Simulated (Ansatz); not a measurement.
# A hypothetical structure for InH2O2

Starting from a made-up structure for InH2O2, the aim is the relaxed cell, its shortest contacts and, where a second run follows, its electronic structure.

Method: DFT, PBE, plane-wave PAW, files of the set soft_1, scalar-relativistic, no spin, cell and ions relaxed at zero pressure; PAW set soft_1, in Ansatz 0.2.0.

### 1. The structure

It takes space group P-3m1 (No. 164, trigonal). The conventional cell has a = 3.562 Å, b = 3.562 Å, c = 4.805 Å, α = 90.00°, β = 90.00°, γ = 120.00°. Nearest to In lie 6 O at 2.34 Å. O has 1 H at 1.02 Å and 3 In at 2.34 Å nearest. Nearest to H lie 1 O at 1.02 Å. Farther neighbours and most contacts between anions are not listed.

Structure file:

```cif
data_structure
_symmetry_space_group_name_H-M 'P 1'
_symmetry_Int_Tables_number 1
_cell_length_a 3.5620
_cell_length_b 3.5620
_cell_length_c 4.8050
_cell_angle_alpha 90.000
_cell_angle_beta 90.000
_cell_angle_gamma 120.000
_cell_volume 52.80
loop_
_atom_site_label
_atom_site_type_symbol
_atom_site_fract_x
_atom_site_fract_y
_atom_site_fract_z
_atom_site_occupancy
In1 In 0.00000 0.00000 0.00000 1
O2 O 0.66667 0.33333 0.76810 1
O3 O 0.33333 0.66667 0.23190 1
H4 H 0.66667 0.33333 0.55490 1
H5 H 0.33333 0.66667 0.44510 1
```

### 2. Relaxing cell and atoms

The guessed cell has no reason to be at equilibrium. It is relaxed with the atoms, within the space group of the guess.

input.yaml

```yaml
crystal:
  lattice:
    - [3.562, 0.0, 0.0]
    - [-1.781, 3.084782488, 0.0]
    - [0.0, 0.0, 4.805]
  atoms:
    - { symbol: In, position: [0.0, 0.0, 0.0] }
    - { symbol: O, position: [0.666666667, 0.333333333, 0.7681] }
    - { symbol: O, position: [0.333333333, 0.666666667, 0.2319] }
    - { symbol: H, position: [0.666666667, 0.333333333, 0.5549] }
    - { symbol: H, position: [0.333333333, 0.666666667, 0.4451] }
kpoints:
  mp_grid: { grid: [9, 9, 6] }
scf:
  occupations: { method: fermi_dirac, width: 0.05 }
hamiltonian:
  xc: pbe
  pseudopotentials: { kind: paw, azcp: { folder: soft_1 } }
relax:
  f_tol: 0.015
  max_steps: 70
  cell: {}
output:
  forces: true
  stress: true
```

The run is started by

```sh
$ ansatz run input.yaml --threads 4 --pin off --max-ram 10240MiB --backend cpu --events-out ev --progress --plain --runs-dir out
```

Numbers of over 12 decimals in the logs are rounded to 6 here.

What it wrote:

```text
Engine: ansatz 0.2.0, aarch64-unknown-linux-gnu
Pseudopotentials: kind: paw
Pseudopotential: In, paw, valence charge 13, recommended cutoff 420 eV (normal), soft_1/In.paw.azcp
Pseudopotential: O, paw, valence charge 6, recommended cutoff 420 eV (normal), soft_1/O.paw.azcp
Pseudopotential: H, paw, valence charge 1, recommended cutoff 420 eV (normal), soft_1/H.paw.azcp
Functional definition: PBE
  parameter kappa = 0.804
  parameter beta = 0.066725
  exchange = pbe_x(kappa = kappa, mu = beta*pi^2/3)
  correlation = pbe_c(beta = beta)
Crystal: 5 atoms, lattice volume = 52.797 Å³
Basis set: ecut = 420 eV, 995 PW (Γ), exchange–correlation on 48×48×72 points (8 copies of the dense FFT grid, shifted against one another)
Bands: 19, of which v1, the nominal top of the filled ones, is band 14 counted from 1 (13 counted from 0)
Symmetry: 12 space group operations
Space group: P-3m1 (ITA 164), of the structure as read, at distance tolerance 3.8e-5 Å
k-points: 62 of 486
Non-local potential: In, projectors of the file, l = 0: 2, l = 1: 2, l = 2: 2, l = 3: 1
Non-local potential: O, projectors of the file, l = 0: 2, l = 1: 2, l = 2: 1
Non-local potential: H, projectors of the file, l = 0: 2, l = 1: 1
PAW form: soft (Blöchl's): semilocal exchange-correlation on the pseudo side does not see the compensation charge
PAW one-centre angular grid: In, 590 points (default); XC on 64 Gauss nodes
PAW one-centre angular grid: O, 110 points (default); XC on 64 Gauss nodes
PAW one-centre angular grid: H, 110 points (default); XC on 64 Gauss nodes
Initial density: superposition of atomic densities (chi_scale 0.1, normalization cell, long waves kept (reshape's long-wave potential 0.09 eV rms))
Initial wavefunctions: pseudopotential atomic-orbital guess
Functional: x = pbe(κ = 0.804, μ = 0.219515), c = pbe(β = 0.066725)
SCF iter   1: F=—  HF=-6765.009084 eV  |F-HF|=—  |Δ(HF+E_count)|=         —  Δρ=7.17e-2  dr2=3.13e0  ethr=3.10e-3  ⟨swp⟩=5.5  Hψ=5882  notcnv=0
preconditioner: auto → Kerker (q_TF=auto, 2.440 Å⁻¹)  [metal: Δε(μ)=0.038 eV  Ē_g=17.764 eV  σ=0.050 eV  W_gap=0.19  n_scr=20 (ndim 8)  ℏωp=26.6 eV  f_vac=0.000  D(μ)=1.08/eV (n_scr^D=2)]
SCF iter   2: F=—  HF=-6764.392184 eV  |F-HF|=—  |Δ(HF+E_count)|=   6.17e-1  Δρ=3.92e-2  dr2=1.28e0  ethr=3.10e-3  ⟨swp⟩=2.0  Hψ=2672  notcnv=0  defer=56
SCF iter   3: F=—  HF=-6763.994464 eV  |F-HF|=—  |Δ(HF+E_count)|=   3.98e-1  Δρ=9.11e-3  dr2=1.45e-1  ethr=3.10e-3  ⟨swp⟩=2.8  Hψ=2080  notcnv=0  defer=56
SCF iter   4: F=—  HF=-6763.964274 eV  |F-HF|=—  |Δ(HF+E_count)|=   3.02e-2  Δρ=3.64e-3  dr2=1.47e-2  ethr=5.38e-4  ⟨swp⟩=3.0  Hψ=1974  notcnv=0  defer=56
SCF iter   5: F=—  HF=-6763.965493 eV  |F-HF|=—  |Δ(HF+E_count)|=   1.22e-3  Δρ=8.64e-4  dr2=8.27e-4  ethr=5.44e-5  ⟨swp⟩=2.1  Hψ=1868  notcnv=0  defer=56
SCF iter   6: F=—  HF=-6763.965919 eV  |F-HF|=—  |Δ(HF+E_count)|=   4.26e-4  Δρ=2.77e-4  dr2=6.73e-5  ethr=3.06e-6  ⟨swp⟩=2.0  Hψ=1620  notcnv=0  defer=55
SCF iter   7: F=—  HF=-6763.965999 eV  |F-HF|=—  |Δ(HF+E_count)|=   8.06e-5  Δρ=7.81e-5  dr2=4.76e-6  ethr=2.49e-7  ⟨swp⟩=2.2  Hψ=1655  notcnv=0  defer=53
SCF iter   8: F=—  HF=-6763.966004 eV  |F-HF|=—  |Δ(HF+E_count)|=   4.76e-6  Δρ=2.02e-5  dr2=2.45e-7  ethr=1.76e-8  ⟨swp⟩=2.1  Hψ=1589  notcnv=0  defer=53
SCF iter   9: F=-6763.966004 eV  HF=-6763.966004 eV  |F-HF|=2.15e-8  |Δ(HF+E_count)|=   1.95e-7  Δρ=4.95e-6  dr2=1.34e-8  ethr=3.70e-10  ⟨swp⟩=4.7  Hψ=3922  notcnv=0
SCF 1 converged in 9 iterations: F = -6763.966004 eV  dr2 = 1.34e-8
  greatest PAW one-centre occupation: 0.989 electrons in one spin orbital (limit 2), on the In atom at site 0 (counted from 0), in its partial waves of l = 2
relax step   1: F+E_penalty+E_count = -6763.96600443 eV  Δ(F+E_penalty+E_count) = +0.000e0 eV  max|allowed force component| = 1.775e0 eV/Å  Δτ_max = 0.0000 Å  P = +4.824 GPa  Ω = 52.797 Å³  (9 SCF iters, dr2 threshold 1.00e-7 eV, accepted)
Crystal: 5 atoms, lattice volume = 60.088 Å³
Basis set: ecut = 420 eV, 1181 PW (Γ), exchange–correlation on 48×48×72 points (8 copies of the dense FFT grid, shifted against one another)
Initial density: handed on by an earlier stage of this run
Initial wavefunctions: those handed on with the density
iter 1 solved again at ethr=2.83e-4 eV; its pass at ethr=3.10e-3 eV (dr2=7.63e-2 eV) is discarded
SCF iter   1: F=—  HF=-6764.142321 eV  |F-HF|=—  |Δ(HF+E_count)|=         —  Δρ=2.14e-2  dr2=7.63e-2  ethr=2.83e-4  ⟨swp⟩=1.0  Hψ=7875  notcnv=0
preconditioner: auto → LDOS  [metal: Δε(μ)=0.022 eV  Ē_g=16.135 eV  σ=0.050 eV  W_gap=0.11  n_scr=20 (ndim 8)  ℏωp=24.9 eV  f_vac=0.098  D(μ)=1.18/eV (n_scr^D=2)  β→1.0]
SCF iter   2: F=—  HF=-6764.152634 eV  |F-HF|=—  |Δ(HF+E_count)|=   1.03e-2  Δρ=4.20e-3  dr2=6.76e-3  ethr=2.83e-4  ⟨swp⟩=2.3  Hψ=2248  notcnv=0
SCF iter   3: F=—  HF=-6764.151240 eV  |F-HF|=—  |Δ(HF+E_count)|=   1.39e-3  Δρ=1.69e-3  dr2=1.72e-3  ethr=2.50e-5  ⟨swp⟩=2.0  Hψ=2232  notcnv=0
SCF iter   4: F=—  HF=-6764.150484 eV  |F-HF|=—  |Δ(HF+E_count)|=   7.56e-4  Δρ=5.20e-4  dr2=1.82e-4  ethr=6.37e-6  ⟨swp⟩=2.0  Hψ=1642  notcnv=0
SCF iter   5: F=—  HF=-6764.150401 eV  |F-HF|=—  |Δ(HF+E_count)|=   8.34e-5  Δρ=1.10e-4  dr2=1.28e-5  ethr=6.73e-7  ⟨swp⟩=2.0  Hψ=1749  notcnv=0
SCF iter   6: F=—  HF=-6764.150396 eV  |F-HF|=—  |Δ(HF+E_count)|=   4.72e-6  Δρ=4.04e-5  dr2=8.65e-7  ethr=4.73e-8  ⟨swp⟩=2.0  Hψ=1896  notcnv=0
SCF iter   7: F=-6764.150396 eV  HF=-6764.150396 eV  |F-HF|=5.00e-9  |Δ(HF+E_count)|=   2.47e-7  Δρ=5.97e-6  dr2=1.66e-8  ethr=1.85e-9  ⟨swp⟩=4.6  Hψ=3910  notcnv=0
SCF 2 converged in 7 iterations: F = -6764.150396 eV  dr2 = 1.66e-8
  greatest PAW one-centre occupation: 0.988 electrons in one spin orbital (limit 2), on the In atom at site 0 (counted from 0), in its partial waves of l = 2
relax step   2: F+E_penalty+E_count = -6764.15039603 eV  Δ(F+E_penalty+E_count) = -1.844e-1 eV  max|allowed force component| = 6.375e-1 eV/Å  Δτ_max = 0.1240 Å  P = -1.252 GPa  Ω = 60.088 Å³  energy of the carried Pulay correction = -1.540e-2 eV  (7 SCF iters, dr2 threshold 5.00e-7 eV, accepted)
Crystal: 5 atoms, lattice volume = 59.869 Å³
iter 1 solved again at ethr=2.59e-5 eV; its pass at ethr=3.10e-3 eV (dr2=6.99e-3 eV) is discarded
SCF iter   1: F=—  HF=-6764.161790 eV  |F-HF|=—  |Δ(HF+E_count)|=         —  Δρ=4.43e-3  dr2=7.29e-3  ethr=2.59e-5  ⟨swp⟩=1.0  Hψ=5927  notcnv=0
preconditioner: auto → LDOS  [metal: Δε(μ)=0.026 eV  Ē_g=16.286 eV  σ=0.050 eV  W_gap=0.13  n_scr=20 (ndim 8)  ℏωp=24.9 eV  f_vac=0.050  D(μ)=1.19/eV (n_scr^D=2)  β→1.0]
SCF iter   2: F=—  HF=-6764.160334 eV  |F-HF|=—  |Δ(HF+E_count)|=   1.46e-3  Δρ=1.36e-3  dr2=5.66e-4  ethr=2.59e-5  ⟨swp⟩=2.0  Hψ=2350  notcnv=0
SCF iter   3: F=—  HF=-6764.160190 eV  |F-HF|=—  |Δ(HF+E_count)|=   1.44e-4  Δρ=3.63e-4  dr2=5.47e-5  ethr=2.09e-6  ⟨swp⟩=2.0  Hψ=2019  notcnv=0
SCF iter   4: F=—  HF=-6764.160159 eV  |F-HF|=—  |Δ(HF+E_count)|=   3.06e-5  Δρ=1.08e-4  dr2=9.65e-6  ethr=2.03e-7  ⟨swp⟩=2.2  Hψ=1896  notcnv=0
SCF iter   5: F=-6764.160156 eV  HF=-6764.160156 eV  |F-HF|=1.16e-7  |Δ(HF+E_count)|=   3.50e-6  Δρ=2.41e-5  dr2=3.53e-7  ethr=1.85e-9  ⟨swp⟩=3.6  Hψ=5134  notcnv=0
SCF 3 converged in 5 iterations: F = -6764.160156 eV  dr2 = 3.53e-7
relax step   3: F+E_penalty+E_count = -6764.16015574 eV  Δ(F+E_penalty+E_count) = -9.760e-3 eV  max|allowed force component| = 1.660e-1 eV/Å  Δτ_max = 0.0117 Å  P = +0.144 GPa  Ω = 59.869 Å³  energy of the carried Pulay correction = -1.496e-2 eV  (5 SCF iters, dr2 threshold 5.00e-7 eV, accepted)
[... from here on, the SCF cycles and remarks between the steps are left out ...]
relax step   4: F+E_penalty+E_count = -6764.16091297 eV  Δ(F+E_penalty+E_count) = -7.572e-4 eV  max|allowed force component| = 8.479e-3 eV/Å  Δτ_max = 0.0023 Å  P = -0.026 GPa  Ω = 59.787 Å³  energy of the carried Pulay correction = -1.480e-2 eV  (4 SCF iters, dr2 threshold 5.00e-7 eV, accepted)
relax step   5: F+E_penalty+E_count = -6764.19042229 eV  Δ(F+E_penalty+E_count) = -2.951e-2 eV  max|allowed force component| = 1.432e-2 eV/Å  Δτ_max = 0.0000 Å  P = +0.686 GPa  Ω = 59.787 Å³  stress off target by 7.89e-1 GPa  SCF on the basis re-selected at this cell (its energy is not comparable with the rows above)  (7 SCF iters)
relax step   6: F+E_penalty+E_count = -6764.19112532 eV  Δ(F+E_penalty+E_count) = -7.030e-4 eV  max|allowed force component| = 6.628e-3 eV/Å  Δτ_max = 0.0299 Å  P = +0.236 GPa  Ω = 60.954 Å³  energy of the carried Pulay correction = -2.553e-3 eV  (5 SCF iters, dr2 threshold 5.00e-7 eV, accepted)
relax step   7: F+E_penalty+E_count = -6764.19014101 eV  Δ(F+E_penalty+E_count) = +9.843e-4 eV  max|allowed force component| = 8.699e-3 eV/Å  Δτ_max = 0.0192 Å  P = +0.006 GPa  Ω = 61.674 Å³  energy of the carried Pulay correction = -4.230e-3 eV  (5 SCF iters, dr2 threshold 2.75e-7 eV, accepted)
relax step   8: F+E_penalty+E_count = -6764.18996119 eV  Δ(F+E_penalty+E_count) = +1.798e-4 eV  max|allowed force component| = 1.684e-3 eV/Å  Δτ_max = 0.0081 Å  P = +0.030 GPa  Ω = 61.849 Å³  energy of the carried Pulay correction = -4.554e-3 eV  (5 SCF iters, dr2 threshold 5.05e-8 eV, accepted)
relax step   9: F+E_penalty+E_count = -6764.19499159 eV  Δ(F+E_penalty+E_count) = -5.030e-3 eV  max|allowed force component| = 3.366e-3 eV/Å  Δτ_max = 0.0000 Å  P = +0.058 GPa  Ω = 61.849 Å³  stress off target by 8.77e-2 GPa  SCF on the basis re-selected at this cell (its energy is not comparable with the rows above)  (6 SCF iters)
relax step  10: F+E_penalty+E_count = -6764.19457217 eV  Δ(F+E_penalty+E_count) = +4.194e-4 eV  max|allowed force component| = 1.843e-3 eV/Å  Δτ_max = 0.0104 Å  P = +0.010 GPa  Ω = 62.175 Å³  energy of the carried Pulay correction = -5.928e-4 eV  (6 SCF iters, dr2 threshold 1.92e-8 eV, accepted)
relax step  11: F+E_penalty+E_count = -6764.19417176 eV  Δ(F+E_penalty+E_count) = +4.004e-4 eV  max|allowed force component| = 1.727e-3 eV/Å  Δτ_max = 0.0086 Å  P = +0.002 GPa  Ω = 62.413 Å³  energy of the carried Pulay correction = -1.037e-3 eV  (8 SCF iters, accepted)
iter 1 solved again at ethr=1.38e-7 eV; its pass at ethr=3.10e-3 eV (dr2=3.71e-5 eV) is discarded
SCF iter   1: F=—  HF=-6764.194754 eV  |F-HF|=—  |Δ(HF+E_count)|=         —  Δρ=1.73e-4  dr2=7.83e-7  ethr=1.38e-7  ⟨swp⟩=3.9  Hψ=9114  notcnv=0
preconditioner: auto → LDOS  [metal: Δε(μ)=0.154 eV  Ē_g=16.150 eV  σ=0.050 eV  W_gap=0.48  n_scr=20 (ndim 8)  ℏωp=24.4 eV  f_vac=0.087  D(μ)=1.23/eV (n_scr^D=2)  β→1.0]
SCF iter   2: F=—  HF=-6764.195287 eV  |F-HF|=—  |Δ(HF+E_count)|=   5.32e-4  Δρ=1.87e-5  dr2=1.49e-7  ethr=2.90e-9  ⟨swp⟩=2.4  Hψ=2068  notcnv=0
SCF iter   3: F=—  HF=-6764.195287 eV  |F-HF|=—  |Δ(HF+E_count)|=   4.30e-8  Δρ=4.27e-6  dr2=6.15e-9  ethr=5.50e-10  ⟨swp⟩=2.1  Hψ=1636  notcnv=0
SCF iter   4: F=—  HF=-6764.195287 eV  |F-HF|=—  |Δ(HF+E_count)|=   3.87e-8  Δρ=9.95e-7  dr2=9.31e-10  ethr=2.28e-11  ⟨swp⟩=3.0  Hψ=2192  notcnv=0
SCF iter   5: F=—  HF=-6764.195287 eV  |F-HF|=—  |Δ(HF+E_count)|=  5.48e-10  Δρ=4.61e-7  dr2=9.44e-11  ethr=3.45e-12  ⟨swp⟩=2.0  Hψ=1590  notcnv=0
SCF iter   6: F=-6764.195287 eV  HF=-6764.195287 eV  |F-HF|=5.46e-12  |Δ(HF+E_count)|=  2.31e-10  Δρ=8.08e-8  dr2=3.04e-12  ethr=1.00e-12  ⟨swp⟩=4.6  Hψ=4064  notcnv=0
SCF 12 converged in 6 iterations: F = -6764.195287 eV  dr2 = 3.04e-12
relax step  12: F+E_penalty+E_count = -6764.19528668 eV  Δ(F+E_penalty+E_count) = -1.115e-3 eV  max|allowed force component| = 1.255e-3 eV/Å  Δτ_max = 0.0000 Å  P = +0.006 GPa  Ω = 62.413 Å³  stress off target by 3.58e-2 GPa  SCF on the basis re-selected at this cell (its energy is not comparable with the rows above)  (6 SCF iters)
basis re-selected at this cell: Δ(F+E_penalty+E_count) = -1.115e-3 eV, ΔP = +0.004 GPa vs the last step (what re-selecting the basis moved, of the pressure what is left beyond the Pulay correction that the steps carried, after the strain that the cell walked since its last selection, with what the two solves' SCF thresholds leave and, on support functions, any second-order correction that the steps lacked; it is no m [...]
SCF converged after 6 iterations
Free energy (F): -6764.195287 eV
Harris-Foulkes:  -6764.195287 eV  (|F-HF|=5.46e-12)
Internal energy: -6764.185169 eV  (E = F + TS)
E sigma→0 (E₀):  -6764.190228 eV
Entropy (-TS):   -0.010118 eV (-2.024 meV/atom)
Fermi energy:    6.494590 eV
--- Per-component energies (eV) ---
  E_band       = -140.123302
  E_kinetic    = 579.219630
  E_local      = -2287.548664  (includes V_loc(G=0)·N_el)
  E_nonlocal   = 434.222786
  E_hartree    = 895.230590
  E_xc         = -302.124015
  E_vxc        = -292.499228  (∫ρ·V_xc dr)
  E_paw        = -4535.347328  (= ΣΔE_a)
  E_vpaw       = -363.978639  (= ΣTr[D̂ρ^β])
  E_aug_tail   = -0.000385  (compensation charges beyond the density's cutoff)
  E_ewald      = -1547.837785
  E_smearing   = -0.010118  (= −TS)
  E_closure    = -0.000000  (closes the sum)
  Σ components = -6764.195287   (vs F -6764.195287, Δ=0.00e0)
--- Forces (eV/Å), atoms counted from 1 ---
  atom   1  In     0.00000000     0.00000000     0.00000000
  atom   2  O      0.00000000    -0.00000000     0.00125543
  atom   3  O     -0.00000000     0.00000000    -0.00125543
  atom   4  H      0.00000000    -0.00000000    -0.00106624
  atom   5  H     -0.00000000     0.00000000     0.00106624
  max |Σ_I F_I| component: 2.60e-18 eV/Å
--- Stress (GPa, compression-positive) ---
       -0.008883       0.000000       0.000000
       -0.000000      -0.008883      -0.000000
       -0.000000      -0.000000       0.035811
  P = ⅓ Tr σ = 0.0060 GPa (0.060 kbar)
--- Relaxed structure (9 steps of the walk, 9 accepted, 3 SCFs on fresh bases) ---
  F+E_penalty+E_count = -6764.19528668 eV   max|allowed force component| = 1.255e-3 eV/Å   (the final SCF, on the basis selected at the relaxed cell)
  cell:  # Å, volume = 62.4129 Å³
    - [3.744809, 0, 0]
    - [-1.872404, 3.243100, 0]
    - [0, 0, 5.139069]
  atoms:
    - { symbol: In, position: [0, 0, -6.317931494192326e-19] }
    - { symbol: O, position: [0.666667, 0.333333, 0.788185] }
    - { symbol: O, position: [0.333333, 0.666667, 0.211815] }
    - { symbol: H, position: [0.666667, 0.333333, 0.597092] }
    - { symbol: H, position: [0.333333, 0.666667, 0.402908] }
```

Wall time 8.9 s (4 threads of Arm Neoverse V2, shared host); peak memory 0.4 GiB.

This run has no spin polarisation although its electron count is odd.

The steps of the relaxation:

| step | energy less that of the first step (eV) | largest force component (eV/Å) | pressure (GPa) | volume (Å³) |
| --- | --- | --- | --- | --- |
| 1 | 0.0000 | 1.7751 | 4.82 | 52.80 |
| 2 | -0.1844 | 0.6375 | -1.25 | 60.09 |
| 3 | -0.1942 | 0.1660 | 0.14 | 59.87 |
| 4 | -0.1949 | 0.0085 | -0.03 | 59.79 |
| 5* | -0.2244 | 0.0143 | 0.69 | 59.79 |
| 6 | -0.2251 | 0.0066 | 0.24 | 60.95 |
| 7 | -0.2241 | 0.0087 | 0.01 | 61.67 |
| 8 | -0.2240 | 0.0017 | 0.03 | 61.85 |
| 9* | -0.2290 | 0.0034 | 0.06 | 61.85 |
| 10 | -0.2286 | 0.0018 | 0.01 | 62.17 |
| 11 | -0.2282 | 0.0017 | 0.00 | 62.41 |
| 12* | -0.2293 | 0.0013 | 0.01 | 62.41 |

Relaxation steps marked * repeat the geometry before them on a plane-wave basis chosen anew for their cell, so energy and pressure can jump there.

The run keeps the 12 symmetry operations that it works with, so distortions that break them were not tested.

| conventional cell, symmetrised | before | after | change |
| --- | --- | --- | --- |
| a (Å) | 3.562 | 3.745 | +5.1 % |
| b (Å) | 3.562 | 3.745 | +5.1 % |
| c (Å) | 4.805 | 5.139 | +7.0 % |
| volume (Å³/atom) | 10.56 | 12.48 | +18.2 % |

The atoms that moved most (Å, as changes of fractional coordinates times the final cell):

| atom | dx | dy | dz | length |
| --- | --- | --- | --- | --- |
| H4 | 0.000 | 0.000 | 0.217 | 0.217 |
| H5 | 0.000 | 0.000 | -0.217 | 0.217 |
| O2 | 0.000 | 0.000 | 0.103 | 0.103 |
| O3 | 0.000 | 0.000 | -0.103 | 0.103 |

The relaxed structure:

```
In O H
1.0
     3.74481    0.00000    0.00000
    -1.87240    3.24310    0.00000
     0.00000    0.00000    5.13907
In O H
1 2 2
Direct
  0.00000 0.00000 0.00000
  0.66667 0.33333 0.78819
  0.33333 0.66667 0.21181
  0.66667 0.33333 0.59709
  0.33333 0.66667 0.40291
```

Numbers from this step:

```
free energy             : -6764.1953 eV
energy at zero smearing : -6764.1902 eV
smearing term TS        : 0.01012 eV
Fermi energy            : 6.495 eV
electrons               : 27
symmetry operations     : 12
pressure                : 0.006015 GPa
```

The shortest distance of each pair, which need not be the same contact before and after:

| pair | guess (Å) | relaxed (Å) |
| --- | --- | --- |
| H–O | 1.024 | 0.982 |
| H–H | 2.123 | 2.381 |
| In–O | 2.339 | 2.421 |
| H–In | 2.967 | 2.994 |
| O–O | 3.032 | 3.068 |

The relaxation ends with a largest force component of 0.0013 eV/Å and a pressure of 0.01 GPa.

### 3. Results

```yaml
space_group_relaxed: P-3m1
conventional_cell: a = 3.745, b = 3.745, c = 5.139 Å; α = 90.0°, β = 90.0°, γ = 120.0°
volume_per_atom: 12.48 Å³ (guess 10.56)
```

In words: InH2O2 relaxes to P-3m1 with a = 3.745, b = 3.745 and c = 5.139 Å. The guessed volume was 15 % too small. The space group P-3m1 was held in the relaxation, so the end point is a stationary structure within it and may be a saddle against distortions or other arrangements. Mesh and cutoff weren't tested. No dispersion term is used, so weakly bound directions may come out too long. Nothing here tests whether the compound is stable against decomposition.

[Logs are printed without paths, hosts, clocks, repeated set-up lines and the standing remarks that a program may print on its own settings, such as how far it seeks lower states.]

[Hosts, paths, dates, database ids (printed as entryN), source tags and the programs' standing remarks are cut or masked in the printed files.]
